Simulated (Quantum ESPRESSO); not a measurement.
# The states of the two spins in K2MnSe2, part 2 of 2

Where do the states of the two spins of K2MnSe2 lie?

Quantum ESPRESSO 7.5; PBEsol; plane waves with GBRV 1.5 PBEsol potentials, no spin-orbit coupling.

So far, absolute magnetization (μB): step 2 (the magnetic state) 9.05.

### 3. Post-processing

Level of this step: PBEsol; plane waves with GBRV 1.5 PBEsol potentials, no spin-orbit coupling, projections on orthogonalised atomic orbitals (Quantum ESPRESSO).

projwfc.in reads:

```
&PROJWFC
  prefix = 'pwscf'
  outdir = './tmp'
  filpdos = 'pdos'
  ngauss = 0
  degauss = 0.01
  DeltaE = 0.05
  Emin = -3.73
  Emax = 10.27
/
```

Launch:

```bash
$ OMP_NUM_THREADS=1 mpirun -n 4 projwfc.x -nk 4 -in projwfc.in > projwfc.out
```

What it wrote:

```text
[banner, memory and clock lines left out]
Program PROJWFC v.7.5 starts

     [... lines left out ...]
     IMPORTANT: XC functional enforced from input :
     Exchange-correlation= PBESOL
                           (   1   4  10   8   0   0   0)
     Any further DFT definition will be discarded
     Please, verify this is what you really want

     G-vector sticks info

     Check: negative core charge=   -0.000012

     negative rho (up, down):  1.118E-04 1.118E-04

     Gaussian broadening (read from input): ngauss,degauss=   0    0.010000

     Calling projwave ....

  Problem Sizes
  natomwfc =           74
  nbnd     =           63
  nkstot   =           36
  npwx     =         8791
  nkb      =          180

     Atomic states used for projection
     (read from pseudopotential files):

     state #   1: atom   1 (K  ), wfc  1 (l=0 m= 1)
     state #   2: atom   1 (K  ), wfc  2 (l=1 m= 1)
     state #   3: atom   1 (K  ), wfc  2 (l=1 m= 2)
     state #   4: atom   1 (K  ), wfc  2 (l=1 m= 3)
     state #   5: atom   1 (K  ), wfc  3 (l=0 m= 1)
     state #   6: atom   1 (K  ), wfc  4 (l=1 m= 1)
     state #   7: atom   1 (K  ), wfc  4 (l=1 m= 2)
     state #   8: atom   1 (K  ), wfc  4 (l=1 m= 3)
     state #   9: atom   2 (K  ), wfc  1 (l=0 m= 1)
     state #  10: atom   2 (K  ), wfc  2 (l=1 m= 1)
     state #  11: atom   2 (K  ), wfc  2 (l=1 m= 2)
     state #  12: atom   2 (K  ), wfc  2 (l=1 m= 3)
     state #  13: atom   2 (K  ), wfc  3 (l=0 m= 1)
     state #  14: atom   2 (K  ), wfc  4 (l=1 m= 1)
     state #  15: atom   2 (K  ), wfc  4 (l=1 m= 2)
     state #  16: atom   2 (K  ), wfc  4 (l=1 m= 3)
     state #  17: atom   3 (K  ), wfc  1 (l=0 m= 1)
     state #  18: atom   3 (K  ), wfc  2 (l=1 m= 1)
     state #  19: atom   3 (K  ), wfc  2 (l=1 m= 2)
     state #  20: atom   3 (K  ), wfc  2 (l=1 m= 3)
     state #  21: atom   3 (K  ), wfc  3 (l=0 m= 1)
     state #  22: atom   3 (K  ), wfc  4 (l=1 m= 1)
     state #  23: atom   3 (K  ), wfc  4 (l=1 m= 2)
     state #  24: atom   3 (K  ), wfc  4 (l=1 m= 3)
     state #  25: atom   4 (K  ), wfc  1 (l=0 m= 1)
     state #  26: atom   4 (K  ), wfc  2 (l=1 m= 1)
     state #  27: atom   4 (K  ), wfc  2 (l=1 m= 2)
     state #  28: atom   4 (K  ), wfc  2 (l=1 m= 3)
     state #  29: atom   4 (K  ), wfc  3 (l=0 m= 1)
     state #  30: atom   4 (K  ), wfc  4 (l=1 m= 1)
     state #  31: atom   4 (K  ), wfc  4 (l=1 m= 2)
     state #  32: atom   4 (K  ), wfc  4 (l=1 m= 3)
     state #  33: atom   5 (Mn1), wfc  1 (l=0 m= 1)
     state #  34: atom   5 (Mn1), wfc  2 (l=1 m= 1)
     state #  35: atom   5 (Mn1), wfc  2 (l=1 m= 2)
     state #  36: atom   5 (Mn1), wfc  2 (l=1 m= 3)
     state #  37: atom   5 (Mn1), wfc  3 (l=0 m= 1)
     state #  38: atom   5 (Mn1), wfc  4 (l=2 m= 1)
     state #  39: atom   5 (Mn1), wfc  4 (l=2 m= 2)
     state #  40: atom   5 (Mn1), wfc  4 (l=2 m= 3)
     state #  41: atom   5 (Mn1), wfc  4 (l=2 m= 4)
     state #  42: atom   5 (Mn1), wfc  4 (l=2 m= 5)
     state #  43: atom   5 (Mn1), wfc  5 (l=1 m= 1)
     state #  44: atom   5 (Mn1), wfc  5 (l=1 m= 2)
     state #  45: atom   5 (Mn1), wfc  5 (l=1 m= 3)
     state #  46: atom   6 (Mn2), wfc  1 (l=0 m= 1)
     state #  47: atom   6 (Mn2), wfc  2 (l=1 m= 1)
     state #  48: atom   6 (Mn2), wfc  2 (l=1 m= 2)
     state #  49: atom   6 (Mn2), wfc  2 (l=1 m= 3)
     state #  50: atom   6 (Mn2), wfc  3 (l=0 m= 1)
     state #  51: atom   6 (Mn2), wfc  4 (l=2 m= 1)
     state #  52: atom   6 (Mn2), wfc  4 (l=2 m= 2)
     state #  53: atom   6 (Mn2), wfc  4 (l=2 m= 3)
     state #  54: atom   6 (Mn2), wfc  4 (l=2 m= 4)
     state #  55: atom   6 (Mn2), wfc  4 (l=2 m= 5)
     state #  56: atom   6 (Mn2), wfc  5 (l=1 m= 1)
     state #  57: atom   6 (Mn2), wfc  5 (l=1 m= 2)
     state #  58: atom   6 (Mn2), wfc  5 (l=1 m= 3)
     state #  59: atom   7 (Se ), wfc  1 (l=0 m= 1)
     state #  60: atom   7 (Se ), wfc  2 (l=1 m= 1)
     state #  61: atom   7 (Se ), wfc  2 (l=1 m= 2)
     state #  62: atom   7 (Se ), wfc  2 (l=1 m= 3)
     state #  63: atom   8 (Se ), wfc  1 (l=0 m= 1)
     state #  64: atom   8 (Se ), wfc  2 (l=1 m= 1)
     state #  65: atom   8 (Se ), wfc  2 (l=1 m= 2)
     state #  66: atom   8 (Se ), wfc  2 (l=1 m= 3)
     state #  67: atom   9 (Se ), wfc  1 (l=0 m= 1)
     state #  68: atom   9 (Se ), wfc  2 (l=1 m= 1)
     state #  69: atom   9 (Se ), wfc  2 (l=1 m= 2)
     state #  70: atom   9 (Se ), wfc  2 (l=1 m= 3)
     state #  71: atom  10 (Se ), wfc  1 (l=0 m= 1)
     state #  72: atom  10 (Se ), wfc  2 (l=1 m= 1)
     state #  73: atom  10 (Se ), wfc  2 (l=1 m= 2)
     state #  74: atom  10 (Se ), wfc  2 (l=1 m= 3)

 [... projections of the bands left out ...]

Lowdin Charges:

     Atom #   1: total charge =   8.7058, s =  2.1261, p =  6.5796, d =  0.0000,
                 spin up      =   4.3529, s =  1.0631,
                 spin up      =   4.3529, p =  3.2898, pz=  1.0931, px=  1.0977, py=  1.0991,
                 spin up      =   4.3529, d =  0.0000, dz2=  0.0000, dxz=  0.0000, dyz=  0.0000, dx2-y2=  0.0000, dxy=  0.0000,
                 spin down    =   4.3529, s =  1.0631,
                 spin down    =   4.3529, p =  3.2898, pz=  1.0931, px=  1.0977, py=  1.0991,
                 spin down    =   4.3529, d =  0.0000, dz2=  0.0000, dxz=  0.0000, dyz=  0.0000, dx2-y2=  0.0000, dxy=  0.0000,
                 polarization =  -0.0000, s = -0.0000, p = -0.0000, d =  0.0000,
     Atom #   2: total charge =   8.7058, s =  2.1261, p =  6.5796, d =  0.0000,
                 spin up      =   4.3529, s =  1.0631,
                 spin up      =   4.3529, p =  3.2898, pz=  1.0931, px=  1.0977, py=  1.0991,
                 spin up      =   4.3529, d =  0.0000, dz2=  0.0000, dxz=  0.0000, dyz=  0.0000, dx2-y2=  0.0000, dxy=  0.0000,
                 spin down    =   4.3529, s =  1.0631,
                 spin down    =   4.3529, p =  3.2898, pz=  1.0931, px=  1.0977, py=  1.0991,
                 spin down    =   4.3529, d =  0.0000, dz2=  0.0000, dxz=  0.0000, dyz=  0.0000, dx2-y2=  0.0000, dxy=  0.0000,
                 polarization =  -0.0000, s = -0.0000, p = -0.0000, d =  0.0000,
     Atom #   3: total charge =   8.7058, s =  2.1261, p =  6.5796, d =  0.0000,
                 spin up      =   4.3529, s =  1.0631,
                 spin up      =   4.3529, p =  3.2898, pz=  1.0931, px=  1.0977, py=  1.0991,
                 spin up      =   4.3529, d =  0.0000, dz2=  0.0000, dxz=  0.0000, dyz=  0.0000, dx2-y2=  0.0000, dxy=  0.0000,
                 spin down    =   4.3529, s =  1.0631,
                 spin down    =   4.3529, p =  3.2898, pz=  1.0931, px=  1.0977, py=  1.0991,
                 spin down    =   4.3529, d =  0.0000, dz2=  0.0000, dxz=  0.0000, dyz=  0.0000, dx2-y2=  0.0000, dxy=  0.0000,
                 polarization =  -0.0000, s = -0.0000, p = -0.0000, d =  0.0000,
     Atom #   4: total charge =   8.7058, s =  2.1261, p =  6.5796, d =  0.0000,
                 spin up      =   4.3529, s =  1.0631,
                 spin up      =   4.3529, p =  3.2898, pz=  1.0931, px=  1.0977, py=  1.0991,
                 spin up      =   4.3529, d =  0.0000, dz2=  0.0000, dxz=  0.0000, dyz=  0.0000, dx2-y2=  0.0000, dxy=  0.0000,
                 spin down    =   4.3529, s =  1.0631,
                 spin down    =   4.3529, p =  3.2898, pz=  1.0931, px=  1.0977, py=  1.0991,
                 spin down    =   4.3529, d =  0.0000, dz2=  0.0000, dxz=  0.0000, dyz=  0.0000, dx2-y2=  0.0000, dxy=  0.0000,
                 polarization =  -0.0000, s = -0.0000, p = -0.0000, d =  0.0000,
     Atom #   5: total charge =  15.1928, s =  2.4520, p =  7.2548, d =  5.4860,
                 spin up      =   9.8261, s =  1.2544,
                 spin up      =   9.8261, p =  3.7030, pz=  1.2334, px=  1.2390, py=  1.2305,
                 spin up      =   9.8261, d =  4.8688, dz2=  0.9689, dxz=  0.9730, dyz=  0.9737, dx2-y2=  0.9925, dxy=  0.9607,
                 spin down    =   5.3666, s =  1.1976,
                 spin down    =   5.3666, p =  3.5519, pz=  1.1840, px=  1.1882, py=  1.1797,
                 spin down    =   5.3666, d =  0.6172, dz2=  0.0867, dxz=  0.1554, dyz=  0.1494, dx2-y2=  0.0738, dxy=  0.1518,
                 polarization =   4.4595, s =  0.0568, p =  0.1511, d =  4.2516,
     Atom #   6: total charge =  15.1927, s =  2.4520, p =  7.2548, d =  5.4859,
                 spin up      =   5.3666, s =  1.1976,
                 spin up      =   5.3666, p =  3.5519, pz=  1.1840, px=  1.1882, py=  1.1797,
                 spin up      =   5.3666, d =  0.6171, dz2=  0.0867, dxz=  0.1554, dyz=  0.1494, dx2-y2=  0.0738, dxy=  0.1518,
                 spin down    =   9.8261, s =  1.2544,
                 spin down    =   9.8261, p =  3.7030, pz=  1.2334, px=  1.2390, py=  1.2305,
                 spin down    =   9.8261, d =  4.8688, dz2=  0.9689, dxz=  0.9730, dyz=  0.9737, dx2-y2=  0.9925, dxy=  0.9607,
                 polarization =  -4.4595, s = -0.0568, p = -0.1511, d = -4.2516,
     Atom #   7: total charge =   6.1386, s =  1.5652, p =  4.5734, d =  0.0000,
                 spin up      =   3.0693, s =  0.7826,
                 spin up      =   3.0693, p =  2.2867, pz=  0.7409, px=  0.7698, py=  0.7760,
                 spin up      =   3.0693, d =  0.0000, dz2=  0.0000, dxz=  0.0000, dyz=  0.0000, dx2-y2=  0.0000, dxy=  0.0000,
                 spin down    =   3.0693, s =  0.7826,
                 spin down    =   3.0693, p =  2.2867, pz=  0.7409, px=  0.7698, py=  0.7760,
                 spin down    =   3.0693, d =  0.0000, dz2=  0.0000, dxz=  0.0000, dyz=  0.0000, dx2-y2=  0.0000, dxy=  0.0000,
                 polarization =   0.0000, s =  0.0000, p =  0.0000, d =  0.0000,
     Atom #   8: total charge =   6.1386, s =  1.5652, p =  4.5734, d =  0.0000,
                 spin up      =   3.0693, s =  0.7826,
                 spin up      =   3.0693, p =  2.2867, pz=  0.7409, px=  0.7698, py=  0.7760,
                 spin up      =   3.0693, d =  0.0000, dz2=  0.0000, dxz=  0.0000, dyz=  0.0000, dx2-y2=  0.0000, dxy=  0.0000,
                 spin down    =   3.0693, s =  0.7826,
                 spin down    =   3.0693, p =  2.2867, pz=  0.7409, px=  0.7698, py=  0.7760,
                 spin down    =   3.0693, d =  0.0000, dz2=  0.0000, dxz=  0.0000, dyz=  0.0000, dx2-y2=  0.0000, dxy=  0.0000,
                 polarization =   0.0000, s =  0.0000, p =  0.0000, d =  0.0000,
     Atom #   9: total charge =   6.1386, s =  1.5652, p =  4.5734, d =  0.0000,
                 spin up      =   3.0693, s =  0.7826,
                 spin up      =   3.0693, p =  2.2867, pz=  0.7409, px=  0.7698, py=  0.7760,
                 spin up      =   3.0693, d =  0.0000, dz2=  0.0000, dxz=  0.0000, dyz=  0.0000, dx2-y2=  0.0000, dxy=  0.0000,
                 spin down    =   3.0693, s =  0.7826,
                 spin down    =   3.0693, p =  2.2867, pz=  0.7409, px=  0.7698, py=  0.7760,
                 spin down    =   3.0693, d =  0.0000, dz2=  0.0000, dxz=  0.0000, dyz=  0.0000, dx2-y2=  0.0000, dxy=  0.0000,
                 polarization =   0.0000, s =  0.0000, p =  0.0000, d =  0.0000,
     Atom #  10: total charge =   6.1386, s =  1.5652, p =  4.5734, d =  0.0000,
```

Elapsed: 6.3 s, on 4 MPI ranks of Intel Xeon Platinum 8259CL at 2.50GHz (Skylake/Cascade Lake), shared host; peak memory 0.77 GiB.

The density of states has structure finer than the step of the table below, so its rows give means over 0.5 eV, whole bins alone (the curve runs from -9.00 to 5.05 eV). Peaks (eV: height): up -3.60: 10.9, -2.45: 7.53, -1.10: 6.12, 1.35: 14.7; down -3.60: 10.9, -2.45: 7.53, -1.10: 6.12, 1.35: 14.7; K1 p up -2.45: 0.074, 1.35: 0.0989, 3.60: 0.419; K1 p down -2.45: 0.074, 1.35: 0.0988, 3.60: 0.419; Mn5 d up -3.60: 5.48, -2.10: 1.66, -1.10: 2.02.

Gaussian broadening of 0.136 eV on the SCF mesh. Density of states against energy, zero at the Fermi level; means over each step; 7 of 9 lines; values in states/eV/cell:

```csv
energy (eV),up,down,K1 p up,K1 p down,Mn5 d up,Mn5 d down = Mn6 d up,Mn6 d down
-5.5,0,0,0,0,0,0,0
-5.0,0.0448,0.0448,4.5e-4,4.5e-4,0.00519,0.00125,0.00519
-4.5,2.31,2.31,0.0244,0.0244,0.207,0.0380,0.207
-4.0,2.97,2.97,0.0314,0.0314,0.835,0.0249,0.835
-3.5,8.58,8.58,0.0668,0.0668,4.04,0.106,4.04
-3.0,3.78,3.78,0.0425,0.0425,0.441,0.0914,0.441
-2.5,5.27,5.27,0.0530,0.0530,0.474,0.398,0.474
-2.0,3.39,3.39,0.0332,0.0332,1.27,0.200,1.27
-1.5,4.38,4.38,0.0309,0.0309,1.32,0.237,1.32
-1.0,3.27,3.27,0.0217,0.0217,1.08,0.0905,1.08
-0.5,0.00327,0.00327,9.2e-6,9.2e-6,0.00101,2.8e-5,0.00101
0.0,0,0,0,0,0,0,0
0.5,0.00579,0.00579,5.8e-6,5.8e-6,1.6e-5,1.8e-4,1.6e-5
1.0,2.50,2.50,0.0226,0.0226,0.0313,1.91,0.0314
1.5,7.62,7.62,0.0540,0.0539,0.0711,5.70,0.0711
2.0,0.506,0.506,0.0206,0.0206,0.00179,0.0619,0.00179
2.5,1.40,1.40,0.0955,0.0955,0.00161,0.0311,0.00161
3.0,3.95,3.95,0.305,0.305,0.00888,0.108,0.00888
3.5,4.54,4.54,0.363,0.363,0.0167,0.143,0.0167
4.0,3.55,3.55,0.223,0.223,0.0125,0.0967,0.0125
4.5,4.13,4.13,0.164,0.164,0.0195,0.102,0.0195
```

### 4. Outcome

```
state                      : antiferromagnetic
largest moment in a sphere : 4.00 μB
```

What this shows: Distinct peaks of the density of states (up) stand at -3.60, -2.45, -1.55, -1.10 and 1.35 eV; the one at 1.35 eV is strongest. These are Kohn–Sham states without spin–orbit coupling, on the mesh of the self-consistent run. The moments are opposed on like sites, so the totals of the two spins are equal and the projections on single atoms show the splitting.

[Logs and program files are shortened in this print: banners, set-up blocks, solver, clock and traceback lines can be left out without a mark of their own.]

[Logs are printed without paths, hosts, clocks, repeated set-up lines and the standing remarks that a program may print on its own settings, such as how far it seeks lower states.]

[Hosts, paths, dates, database ids (printed as entryN), source tags and the programs' standing remarks are cut or masked in the printed files.]

[Where a cell is said to come from a database of computed structures, the database is the Materials Project.]
